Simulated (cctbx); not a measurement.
**Which space group?**

Cell: a = 13.1190 Å, b = 5.7070 Å, c = 5.5130 Å, α = 90.00°, β = 90.00°, γ = 90.00°. Expected content of the cell: Sb12 Zn8.

Simulated single-crystal data (cctbx): synchrotron X-rays, λ = 0.4959 Å, to d = 0.77 Å, 70 % of the full sphere, strongest reflection 5000 counts, noise from counting, a 1.5 % proportional error and a noise floor of 2 counts (s.d.); no absorption.

Tests on the unmerged data give:

```text
2702 reflections to d = 0.770 A
centring   violations  <I/sigma> of those
    A        886 of  1347      9.6
    B        754 of  1353      7.6
    C        886 of  1344      9.7
    I        854 of  1359      9.5
    R       1195 of  1806      9.9
    F       1263 of  2022      8.9
Laue class    unique    Rint  (classes that these axes allow; Friedel mates merged)
P -1             1738   0.029
P 1 2/m 1        1032   0.034
P 1 1 2/m        1036   0.033
P 2/m 1 1         991   0.033
P m m m           602   0.037
space group    extra absences  I>4sigma  <I/sigma>
P 2 2 2                 0          0         -  acentric
P 2 2 21                5          0      -0.3  acentric
P 21 2 2               13          0      -0.3  acentric
P 2 21 2                8          0       0.1  acentric
P 21 21 2              21          0      -0.2  acentric
P 2 21 21              13          0      -0.0  acentric
P 21 2 21              18          0      -0.3  acentric
P 21 21 21             26          0      -0.2  acentric
P m m 2                 0          0         -  acentric
P 2 m m                 0          0         -  acentric
P m 2 m                 0          0         -  acentric
P 21 m a              138          0      -0.0  acentric
P m 2 a               138          0      -0.0  acentric
P 2 n a               266          0       0.0  acentric
P m n 21              141          0       0.0  acentric
P n m 21               60          0      -0.1  acentric
P 21 n m              141          0       0.0  acentric
P n 21 m               60          0      -0.1  acentric
P n 21 a              198          0      -0.1  acentric
P n n 2               196          0      -0.0  acentric
P m m m                 0          0         -  centric
P m m a               138          0      -0.0  centric
P n n a               321          0      -0.0  centric
P m n a               266          0       0.0  centric
P n n m               196          0      -0.0  centric
P n m m :1             60          0      -0.1  centric
P n m m :2             60          0      -0.1  centric
P m n m :1            141          0       0.0  centric
P m n m :2            141          0       0.0  centric
P n m a               198          0      -0.1  centric
Wilson B = 0.39 A^2   <|E^2-1|> = 0.918 (0.968 centric, 0.736 acentric)   E^2>4: 3.0 %
shell (A)         n   <I/sigma>
13.12 - 1.54     93     20.3
 1.54 - 1.22     77     26.2
 1.22 - 1.07     74     16.8
 1.07 - 0.97     67     19.9
 0.97 - 0.90     73     17.9
 0.90 - 0.85     73     19.8
 0.85 - 0.81     65     15.1
 0.81 - 0.77     80     14.9
```

Q: Read the symmetry from these tables.

Every centring test has many violations, so the lattice is primitive.

Rint stays low (0.029 to 0.037) up to P m m m, the highest class in these axes.

30 settings pass the absence test. The most absences obeyed, 321, belong to P n n a alone.

⟨|E²−1|⟩ = 0.918 leans to a centrosymmetric structure. The Wilson B of 0.39 Å² means U ≈ 0.0049 Å².

The true group is Pnna (no. 52), Laue class mmm, centrosymmetric. The tables fix it.

This is a model crystal, built by substitution and not relaxed, with assumed displacement parameters.

[Logs are printed without paths, hosts, clocks, repeated set-up lines and the standing remarks that a program may print on its own settings, such as how far it seeks lower states.]
